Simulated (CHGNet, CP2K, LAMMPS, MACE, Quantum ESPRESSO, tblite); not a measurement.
# Bulk modulus two ways: amorphous 35La2O3-65GeO2 (mol %) (96 atoms), CP2K double zeta, PBE

The cell holds 96 atoms (18 La, 17 Ge and 61 O). Recipe: 96 atoms (18 Nd, 17 Ge, 61 O) placed at random at 5.25 g/cm³, melted at 5000 K for 10 ps at fixed volume with the Morse and Coulomb pair potential with partial charges (Pedone, Malavasi, Menziani, Cormack and Segre, J. Phys. Chem. B 110, 11780 (2006)). Quenched from 5000 K to 300 K at 50 K/ps and fixed volume, held 10 ps at zero pressure, then minimised at fixed cell. Then Nd was replaced by La and the cell scaled by 1.016 (the potential has no terms for the new elements, so the cell is a start for a DFT relaxation). Then the atoms were relaxed with MACE MPA-0 medium in the fixed cell.

Calculated with CP2K 2026.2: PBE; DZVP-MOLOPT-SR, GTH-PBE potentials, 600 Ry; k-points Γ. The cell is scaled evenly by ±3 % in volume, and MACE MPA-0 medium relaxes the atoms at each volume before the single point.

```
volume (Å³/atom)  energy less the middle row's (meV/atom)  pressure (GPa)
          15.466                                   -2.135           1.310
          15.945                                    0.000          -0.695
          16.423                                    7.364          -2.135
```

Task: Find the bulk modulus at the middle volume from the pressures and from the energies, and check the printed pressure against the slope of the energy (1 meV/Å³ = 0.16022 GPa).

Worked:

The step is h = 0.4783 Å³. From pressures: B = −V dP/dV = 15.945 × (1.310 − (-2.135)) / (2 × 0.4783) = 57.4 GPa.

From energies: B = V d²E/dV² = 15.945 × (-2.135 + (7.364)) / 0.4783² = 364.4 meV/Å³ = 58.4 GPa.

Slope: P = −dE/dV = −(7.364 − (-2.135)) / (2 × 0.4783) = -9.93 meV/Å³ = -1.59 GPa, against -0.69 GPa printed.

The two moduli agree within 2 %.

A central difference over ±3 % overstates P by about B(1 + B′)(0.03)²/6, some 0.04 GPa for B′ = 4, which is small against the gap found. The atoms follow MACE MPA-0 medium, so this level's forces do work along the path, which enters the energies but not the printed pressures.

Limits: three points, a static cell at zero temperature, the cell shape held; the modulus is that at -0.7 GPa, not at zero pressure.

[Logs are printed without paths, hosts, clocks, repeated set-up lines and the standing remarks that a program may print on its own settings, such as how far it seeks lower states.]

[Hosts, paths, dates, database ids (printed as entryN), source tags and the programs' standing remarks are cut or masked in the printed files.]
